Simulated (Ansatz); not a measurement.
# ZnSnW in the AlB2 type: lattice stability ahead of a resistivity run, part 2 of 3

The plan: relax ZnSnW in the AlB2 type, check its phonons, and, if the lattice is stable, compute its Eliashberg function and ρ(T).

Ansatz 0.2.0; DFT PBE, scalar-relativistic, plane waves, PAW; PAW set soft_1.

So far. Step 2 (Relaxing cell and atoms): The largest force is now zero by symmetry and the largest stress component 0.0036 GPa. Step 3 (Relaxation): The largest force is now zero by symmetry and the largest stress component 0.0015 GPa. The relaxed cell has a = 4.660, c = 2.788 Å (conventional setting).

The structure was built from a prototype and need not be the compound's stable phase.

### Step 4. Relaxing tightly for phonons

No force is left; the cell is relaxed once more with another smearing and tight thresholds.

File input.yaml:

```yaml
crystal:
  lattice:
    - [4.65951297, 0.0, 0.0]
    - [-2.329756485, 4.0352566013, 0.0]
    - [0.0, 0.0, 2.7878042169]
  atoms:
    - { symbol: W, position: [0.0, 0.0, 0.0] }
    - { symbol: Sn, position: [0.3333333333, 0.6666666667, 0.5] }
    - { symbol: Zn, position: [0.6666666667, 0.3333333333, 0.5] }
kpoints:
  mp_grid: { grid: [6, 6, 9] }
hamiltonian:
  xc: pbe
  pseudopotentials: { kind: paw, azcp: { folder: soft_1 } }
scf:
  occupations: { method: methfessel_paxton, width: 0.2 }
output:
  forces: true
  stress: true
  eigenvalues: true
relax:
  adjacent_minimum: "off"
  f_tol: 0.001
  max_steps: 60
  cell: { stress_tol: 0.01 }
```

On the command line:

```bash
$ ansatz run input.yaml --threads 4 --pin off --max-ram 12288MiB --backend cpu --events-out ev --progress --plain --runs-dir out
```

Numbers of over 12 decimals in the logs are rounded to 6 here.

What it wrote:

```text
[the first part of the log is left out]
  E_vxc        = -362.316826  (∫ρ·V_xc dr)
  E_paw        = -14844.830976  (= ΣΔE_a)
  E_vpaw       = -905.241601  (= ΣTr[D̂ρ^β])
  E_aug_tail   = 0.000178  (compensation charges beyond the density's cutoff)
  E_ewald      = -4276.632476
  E_smearing   = -0.001831  (= −TS)
  E_closure    = -0.000000  (closes the sum)
  Σ components = -19727.414598   (vs F -19727.414598, Δ=0.00e0)
[...]
--- Stress (GPa, compression-positive) ---
       -0.000641       0.000000       0.000000
        0.000000      -0.000641      -0.000000
        0.000000      -0.000000       0.000441
  P = ⅓ Tr σ = -0.0003 GPa (-0.003 kbar)
--- Band table (eV; the first three rows and the last of 35) ---
[...]
--- Relaxed structure (5 steps of the walk, 5 accepted, 1 SCFs on fresh bases) ---
[...]
cell:  # Å, volume = 52.4928 Å³
    - [4.672723, 7.332992884826885e-19, 1.1869133400419706e-19]
    - [-2.336361, 4.046697, 0]
    - [0, 0, 2.776063]
  atoms:
    - { symbol: W, position: [0, 0, 0] }
    - { symbol: Sn, position: [0.333333, 0.666667, 0.5] }
    - { symbol: Zn, position: [0.666667, 0.333333, 0.5] }
```

Elapsed: 7 s, on 4 threads of Arm Neoverse V2, shared host; peak memory 0.43 GiB; 26 s of CPU time.

Step by step:

```csv
step,energy less that of the first step (eV),largest force component (eV/Å),pressure (GPa),volume (Å³)
1,0.0000,0.0000,0.04,52.42
2,-0.0003,0.0000,0.27,52.45
3,-0.0013,0.0000,-0.12,52.54
4,-0.0014,0.0000,0.07,52.47
5,-0.0014,0.0000,0.00,52.49
6,-0.0014,0.0000,0.00,52.49
```

The log counts 1 steps on a newly chosen plane-wave basis, not all of them marked here; energy and pressure can jump at such steps.

```csv
"conventional cell, symmetrised",before,after,change
a (Å),4.660,4.673,+0.3 %
b (Å),4.660,4.673,+0.3 %
c (Å),2.788,2.776,-0.4 %
volume (Å³/atom),17.47,17.50,+0.1 %
```

The relaxed structure:

```cif
data_structure
_symmetry_space_group_name_H-M 'P 1'
_symmetry_Int_Tables_number 1
_cell_length_a 4.6727
_cell_length_b 4.6727
_cell_length_c 2.7761
_cell_angle_alpha 90.000
_cell_angle_beta 90.000
_cell_angle_gamma 120.000
_cell_volume 52.49
loop_
_atom_site_label
_atom_site_type_symbol
_atom_site_fract_x
_atom_site_fract_y
_atom_site_fract_z
_atom_site_occupancy
W1 W 0.00000 0.00000 0.00000 1
Sn2 Sn 0.33333 0.66667 0.50000 1
Zn3 Zn 0.66667 0.33333 0.50000 1
```

Numbers from this step:

* pressure: -2.80e-4 GPa
* volume per atom: 17.50 Å³/atom

The largest force is now zero by symmetry and the largest stress component 6.4e-4 GPa, small enough for phonons.

### Step 5. Phonons by linear response: q 2×2×2, k 4×4×6

Couplings are defined for a stable lattice alone, so phonons come first.

File input.yaml:

```yaml
crystal:
  lattice:
    - [4.6727229156, 0.0, 0.0]
    - [-2.3363614578, 4.0466967498, 0.0]
    - [0.0, 0.0, 2.7760628615]
  atoms:
    - { symbol: W, position: [0.0, 0.0, 0.0] }
    - { symbol: Sn, position: [0.3333333333, 0.6666666667, 0.5] }
    - { symbol: Zn, position: [0.6666666667, 0.3333333333, 0.5] }
kpoints:
  mp_grid: { grid: [4, 4, 6] }
hamiltonian:
  xc: pbe
  pseudopotentials: { kind: paw, azcp: { folder: soft_1 } }
scf:
  occupations: { method: methfessel_paxton, width: 0.2 }
output:
  eigenvalues: true
phonons:
  method: dfpt
  qmesh: [2, 2, 2]
  temperatures: { t_max: 1000, t_step: 50 }
  qpath:
    path:
      - [[0.0, 0.0, 0.0], [0.5, 0.0, 0.0], [0.33333333, 0.33333333, 0.0], [0.0, 0.0, 0.0], [0.0, 0.0, 0.5], [0.5, 0.0, 0.5], [0.33333333, 0.33333333, 0.5], [0.0, 0.0, 0.5]]
      - [[0.5, 0.0, 0.5], [0.5, 0.0, 0.0]]
      - [[0.33333333, 0.33333333, 0.5], [0.33333333, 0.33333333, 0.0]]
    npoints: 10
```

What it wrote:

```text
Warning: phonons: the dynamical matrix that this run interpolates holds no multipole term above the dipole-dipole one, and a site of this crystal is no centre of inversion, so its interpolated transverse optical and acoustic branches and sound speeds can stay off near Gamma, and the density of states and the thermodynamics with them. What a run solves at a wave vector of phonons.qpoints, Gamma apart, where the deck admits one, is free of this, and under fd what a larger phonons.supercell samples
[...]
Crystal: 3 atoms, lattice volume = 52.493 Å³
Basis set: ecut = 420 eV, 1023 PW (Γ), exchange–correlation on 64×64×40 points (8 copies of the dense FFT grid, shifted against one another)
Bands: 24, of which v1, the nominal top of the filled ones, is band 20 counted from 1 (19 counted from 0)
Symmetry: 12 space group operations
k-points: 16 of 96 (time reversal used)
[...]
SCF iter   1: F=—  HF=-19727.886105 eV  |F-HF|=—  |Δ(HF+E_count)|=         —  Δρ=5.34e-2  dr2=1.92e0  ethr=3.10e-3  ⟨swp⟩=5.2  Hψ=1686  notcnv=0
[...]
SCF iter  11: F=-19727.422289 eV  HF=-19727.422289 eV  |F-HF|=0.00e0  |Δ(HF+E_count)|=  3.64e-12  S|Δr|=    0.00e0  Δρ=3.87e-8  dr2=5.38e-13  ethr=1.00e-12  ⟨swp⟩=5.8  Hψ=1659  notcnv=0
SCF 1 converged in 11 iterations: F = -19727.422289 eV  dr2 = 5.38e-13
[...]
SCF iter   7: F=-19727.422289 eV  HF=-19727.422289 eV  |F-HF|=3.64e-12  |Δ(HF+E_count)|=  1.46e-11  S|Δr|=    0.00e0  Δρ=9.68e-8  dr2=8.60e-12  ethr=1.00e-12  ⟨swp⟩=2.4  Hψ=725  notcnv=0
SCF 2 converged in 7 iterations: F = -19727.422289 eV  dr2 = 8.60e-12
phonons: the bands overlap, so this run is a metal and interpolates without the dipole-dipole term. If the crystal is really an insulator or semiconductor, its LO-TO splitting is missing
NSCF: frozen V_eff on 16 k-points
[...]
DFPT response loops at q = (0, 0, 0) (fractional): preconditioner auto → Kerker (q_TF=auto, 2.607 Å⁻¹) (partly filled bands, converged f_vac=0.000); β = 1.00, the filter's whole step (`scf.mixing.beta` (0.50) is not read by the response loops under this deck's `scf.mixing.preconditioner`; to damp them name `kerker` or `kerker_dos`, under which they read `scf.mixing.beta`, and type it under 1.00, their step now; both keys bind the ground state too); Broyden in place of MSR1
[...]
SCF converged after 11 iterations
Stability not checked: this state was not tested for a lower state beside it, because cold or Methfessel-Paxton smearing, or corrected tetrahedra, fill the levels in a way that the test cannot read (fill_not_monotonic; see scf.lower_state_search)
Free energy (F): -19727.422289 eV
[...]
Internal energy: -19727.414476 eV  (E = F + TS)
E sigma→0 (E₀):  -19727.420336 eV
Entropy (-TS):   -0.007814 eV (-2.605 meV/atom)
Fermi energy:    16.022362 eV
Step filling:    the computed levels leave a gap of 0.0059 eV = 0.0 smearing widths at the electron count; against every level under it full and every level over it empty, smearing changes F+E_penalty+E_count by -4.201 meV and its σ→0 estimate by -2.248 meV
[...]
--- Band table (eV; the first three rows and the last of 16) ---
  k-point 0: bands = [... 16 lower, 11.8754, 12.2850, 13.9581, 16.7880, 16.7880, 18.1417, 18.1417, 20.3421]
  k-point 1: bands = [... 16 lower, 12.4615, 13.3723, 14.4065, 15.4212, 15.4212, 19.1461, 19.4295, 19.4295]
  k-point 2: bands = [... 16 lower, 13.7216, 13.7216, 14.2501, 14.2501, 15.6281, 18.2851, 18.9954, 18.9954]
  k-point 15: bands = [... 16 lower, 11.5506, 13.7358, 13.8674, 16.0450, 16.5146, 16.7365, 18.1690, 18.3805]
--- Phonons (Γ-DFPT): 6 representative perturbations + reference (Σ response iterations 19) ---
  ASR residual: 8.027e-5 → 0.000e0 eV/Å²; symmetrization residual: 6.588e-6 eV/Å²
  ASR residual per site (eV/Å²): 1.94e-5 8.03e-5 4.56e-5
  Γ frequencies (cm⁻¹): 0.00 0.00 0.00 20.70 49.20 99.76 99.76 199.77 199.77
--- Phonons (arbitrary-q DFPT): 4 irreducible q on the 2×2×2 mesh ---
  q = [0.0000, 0.0000, 0.0000] (star 1, of the zone-centre solve; hermiticity 1.56e-6, symmetrization 2.81e-12): -0.00 0.00 0.00 20.70 49.20 99.76 99.76 199.77 199.77
  q = [0.0000, 0.0000, -0.5000] (star 1, 6 solved perturbations in 132 linear systems a pass and spin channel, the states on 28 of 96 k-point pairs; hermiticity 2.73e-7, symmetrization 2.43e-8): 18.30 18.30 67.40 67.40 117.00 147.45 184.13 184.13 243.44
  q = [0.0000, -0.5000, 0.0000] (star 3, 9 solved perturbations on 28 of 96 k-point pairs; hermiticity 1.84e-4, symmetrization 5.81e-5): -24.29 41.94 44.43 46.27 94.25 114.38 127.14 184.93 206.40
[...]
sum rule: each row above includes the acoustic sum rule's correction from the zone centre's row sums; it moved no ω² by more than (0.44 cm⁻¹)²
  mesh force constants: q→R imaginary residual 1.33e-17; ASR residual 8.027e-5 → 0.000e0 eV/Å²; symmetrization residual 7.105e-15 eV/Å²
  interpolated dispersion: 93 rows × 9 modes
  density of states and harmonic sums: on the 16×16×22 q-mesh, interpolated from the force constants of a 2×2×2 supercell (no non-analytic term)
  largest difference from the sums on the solved wave vectors: F 1.29e-1 eV, S 1.91e-4 and C_V 6.24e-5 eV/K
  zero-point energy: 0.064166 eV/cell   skipped modes (ω ≤ 0): 27, of them read as no rigid motion or as one in doubt: 24 (2.539e-2 modes/cell left out, lowest -24.29 cm⁻¹)   left out of the sums: 2.88e-3 of the cell's modes: C_V's classical limit lies that fraction below 3 k_B per atom; for a crystal, a wire or a layer, F and S can be off by more, and a phonons.interpolated_qmesh denser along its periods is the remedy for the sampling
```

Run time: 27 s. Hardware: 4 threads; peak memory 0.52 GiB.

In the SCF lines HF is the Harris–Foulkes energy and dr2 the Hartree energy of the density residual, in eV; the loop may stop once dr2 is under the threshold and the program's other checks hold. Hψ counts applications of the Hamiltonian.

Numbers from this step:

```
share of imaginary modes in the plain interpolation between solved wavevectors : 0.0027
highest frequency, solved or plainly interpolated                              : 243.4 cm⁻¹
```

Solved on the 2×2×2 mesh alone; all other wavevectors are interpolated. The phonon branches at the labelled points (cm⁻¹):

```csv
point,branch 1,branch 2,branch 3,branch 4,branch 5,branch 6,branch 7,branch 8,branch 9
Γ,0,0,0,21,49,100,100,200,200
halfway,-10,24,24,52,80,99,114,193,203
M,-24,42,44,46,94,114,127,185,206
halfway,-7,41,44,55,88,110,140,177,209
K,32,35,37,64,89,102,159,163,211
halfway,16,19,35,52,82,104,117,190,205
Γ,0,0,0,21,49,100,100,200,200
halfway,-2,-2,84,87,87,107,174,192,192
A,18,18,67,67,117,148,184,184,243
halfway,46,54,82,96,119,143,179,187,239
L,36,63,101,117,132,135,174,190,236
halfway,30,82,110,117,130,132,164,195,236
H,22,109,110,121,122,129,154,198,235
halfway,49,59,88,103,119,142,174,190,238
A,18,18,67,67,117,148,184,184,243
jump to L,36,63,101,117,132,135,174,190,236
halfway,35,82,85,94,118,124,171,178,198
M,-24,42,44,46,94,114,127,185,206
jump to H,22,109,110,121,122,129,154,198,235
halfway,47,85,97,99,102,144,158,170,204
K,32,35,37,64,89,102,159,163,211
```

The phonon branches as a text plot (rows in cm⁻¹):

```
    238 |                       ******************       *
    227 |                      *                          *
    216 |        ***          *                   *        *    *
    204 |********   ******                           **** ******
    193 | ***        ***  ****      **********   ****    *
    182 |    ****   *         *******        ****  ******
    171 |         **        *        ***    *    ** *       *
    160 |        *                      ****             ********
    149 |         **       *    ***          ****    *      ***
    137 |       *             **   *****   **    *         *
    126 |    ***    *        *       *  ****     **********
    115 |  ** ***    *         ******************* *** *****  *
    104 |*** *   *********  * *     * ** ***     ***  *  ***** **
     93 |   *******       ** *     * *  *   **     ** ***   *****
     82 |          ***    * ***    **      * *     ***      **
     71 |  *               *   ****    *    * *** *  **      ***
     59 |       ****  *  **       *  **      **  *    **      ***
     48 |********  ******          **        *         **   ** **
     37 |    ** ***  * * **       *  ***   ** *  ********  *    *
     26 |* **    ***    **       *      ***    *         **
     15 |***        ****      ***               *
      4 |***          ****   *                         *
     -8 |       *         ***
    -19 |   ****                                        *
         Γ    M  K      Γ       A     L  H     A|L     M|H      K
```

Lowest modes at the softest wavevector of the mesh. The modes at q = (0.000, 0.500, 0.000) (shares of kinetic energy by element, %) (negative means imaginary):

```csv
mode,frequency (cm⁻¹),W %,Sn %,Zn %
1,-24.3,28,33,38
2,41.9,50,36,14
3,44.4,12,27,61
4,46.3,60,40,1
5,94.2,47,20,34
6,114.4,85,9,5
```

Displacements in mode 1 (-24.3 cm⁻¹), the largest set to 1, in the home cell:
```
W1   0.00  0.00  0.51
Sn2  0.00  0.00 -0.69
Zn3  0.00  0.00  1.00
```

Displacements in mode 3 (44.4 cm⁻¹), the largest set to 1, in the home cell:
```
W1   0.00  0.00 -0.26
Sn2  0.00  0.00  0.49
Zn3  0.00  0.00  1.00
```

Among the solved wavevectors the lowest mode, translations apart, is -24.3 cm⁻¹, imaginary.

(Part 2 of 3 ends here.)

[Logs are printed without paths, hosts, clocks, repeated set-up lines and the standing remarks that a program may print on its own settings, such as how far it seeks lower states.]

[Hosts, paths, dates, database ids (printed as entryN), source tags and the programs' standing remarks are cut or masked in the printed files.]
